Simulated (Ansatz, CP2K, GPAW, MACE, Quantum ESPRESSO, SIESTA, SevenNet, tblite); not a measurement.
**Other levels on (5,5) carbon nanotube bundle (80 atoms)**

The cell holds 80 atoms: 80 C. Its edges and angles: a = 10.081 Å, b = 10.081 Å, c = 9.721 Å, α = 90.0°, β = 90.0°, γ = 120.0°. It derives from C (graphene). Graphene sheet (a = 2.46 Å) rolled into a (5,5) tube of diameter 6.78 Å, 4 periods, hexagonal bundle with 3.3 Å between walls; minimised with a classical potential (one cell length free). Then every atom was moved at random, 0.02 Å r.m.s. a Cartesian component.

Geometry: as built.

The reference, a calculation:

| Quantity | Value |
| --- | --- |
| method | Kohn-Sham DFT, PBE, SSSP efficiency 1.3.0 pseudopotentials, plane waves (Quantum ESPRESSO 7.5); sssp-pbe-1.3.0-efficiency, cutoffs 45/360 Ry, Γ point |
| r.m.s. force component | 1.375 eV/Å |
| longest force | 5.533 eV/Å |
| pressure | 11.26 GPa |
| time | 2.1 min on 2 MPI ranks of Arm Neoverse V2, shared host |
| CPU time | 4.1 min |

Q: Estimate the differences from the reference, the CPU time and the memory of each run.
- QE PBE, gbrv-1.5, 40/200 Ry (Quantum ESPRESSO 7.5; 2 MPI ranks)
- CP2K PBE, DZVP-UZH, 450/50 Ry, diagonalisation (CP2K 2026.2; 4 MPI ranks)
- CP2K PBE, DZVP-MOLOPT-SR, 450/50 Ry, diagonalisation (CP2K 2026.2; 2 threads)
- GPAW PBE, LCAO dzp, h 0.2 Å (GPAW 26.7.0; 1 thread)
- GPAW PBE, grid h 0.18 Å (GPAW 26.7.0; 2 MPI ranks)
- CP2K PBE, DZVP-MOLOPT-SR, 225/50 Ry, diagonalisation (CP2K 2026.2; 2 threads)
- SIESTA PBE, DZP, shift 0.01 Ry, mesh 300 Ry (SIESTA 5.4.2; 2 MPI ranks)
- SIESTA PBE, DZ, shift 0.01 Ry, mesh 300 Ry (SIESTA 5.4.2; 1 thread)
- CP2K BLYP, DZVP-MOLOPT-SR, 450/50 Ry, diagonalisation (CP2K 2026.2; 2 threads)
- CP2K PBE, DZVP-MOLOPT-SR, 630/50 Ry, diagonalisation (CP2K 2026.2; 4 MPI ranks)

Differences are against the plane-wave reference, forces as r.m.s. over components; share is that over the reference's r.m.s. force, slope the least-squares factor from reference forces to these. Total energies of different programs have different zeros and aren't compared.

| run | Δ force, r.m.s. (meV/Å) | share (%) | slope | Δ pressure (GPa) | cores | CPU time | memory (GiB) |
| --- | --- | --- | --- | --- | --- | --- | --- |
| reference | - | - | - | - | 2 | 4.1 min | 1.8 |
| QE PBE, gbrv-1.5, 40/200 Ry | 7.38 | 0.537 | 1.003 | -0.483 | 2 | 2.4 min | 0.87 |
| CP2K PBE, DZVP-UZH, 450/50 Ry, diagonalisation | 25.2 | 1.84 | 1.016 | 0.625 | 4 | 6.8 min | 2.5 |
| CP2K PBE, DZVP-MOLOPT-SR, 450/50 Ry, diagonalisation | 25.8 | 1.88 | 1.015 | 0.584 | 2 | 5 min | 1.8 |
| GPAW PBE, LCAO dzp, h 0.2 Å | 143 | 10.4 | 1.074 | - | 1 | 68 s | 0.68 |
| GPAW PBE, grid h 0.18 Å | 9.62 | 0.700 | 0.999 | - | 2 | 4.1 min | 1.5 |
| CP2K PBE, DZVP-MOLOPT-SR, 225/50 Ry, diagonalisation (coarse) | 35.7 | 2.60 | 1.017 | 0.596 | 2 | 4.5 min | 0.87 |
| SIESTA PBE, DZP, shift 0.01 Ry, mesh 300 Ry | 238 | 17.3 | 1.122 | 7.61 | 2 | 2.4 min | 1.0 |
| SIESTA PBE, DZ, shift 0.01 Ry, mesh 300 Ry (coarse) | 276 | 20.1 | 1.167 | 8.47 | 1 | 49 s | 0.51 |
| CP2K BLYP, DZVP-MOLOPT-SR, 450/50 Ry, diagonalisation | 37.1 | 2.70 | 0.996 | 2.30 | 2 | 4.8 min | 1.8 |
| CP2K PBE, DZVP-MOLOPT-SR, 630/50 Ry, diagonalisation | 25.7 | 1.87 | 1.015 | 0.584 | 4 | 7.1 min | 3.6 |

Rows marked coarse were listed beforehand as settings not expected to be converged; some can still land near the reference.

CPU time is summed over cores on a shared host, where runs went side by side, so it is rough. Symmetry, cutoffs, thresholds, outputs and thread counts weren't matched or tuned between programs; memory under MPI is the largest rank's times the ranks.

PBE on plane waves or a grid with other potentials, cutoffs or grids, coarse settings apart, differs from the reference by 0.54 % (QE PBE, gbrv-1.5, 40/200 Ry) to 0.70 % (GPAW PBE, grid h 0.18 Å) of the r.m.s. force; this holds the reference's own error, so differences of a few per cent don't tell which side is nearer the exact PBE result. The PBE runs in local orbitals, coarse settings apart, differ by 1.8 % (CP2K PBE, DZVP-UZH, 450/50 Ry, diagonalisation) to 17 % (SIESTA PBE, DZP, shift 0.01 Ry, mesh 300 Ry); basis, grid and potentials can all enter. Rows with another functional or a dispersion term differ by 2.7 % (CP2K BLYP, DZVP-MOLOPT-SR, 450/50 Ry, diagonalisation), which mixes the change of model with differences of basis and potentials. Runs with settings chosen to be coarse differ by 2.6 % (CP2K PBE, DZVP-MOLOPT-SR, 225/50 Ry, diagonalisation) to 20 % (SIESTA PBE, DZ, shift 0.01 Ry, mesh 300 Ry), their programs' other errors included. The electronic-structure runs sample only Γ, in a cell whose shortest periodic width is 9 Å.

[Hosts, paths, dates, database ids (printed as entryN), source tags and the programs' standing remarks are cut or masked in the printed files.]
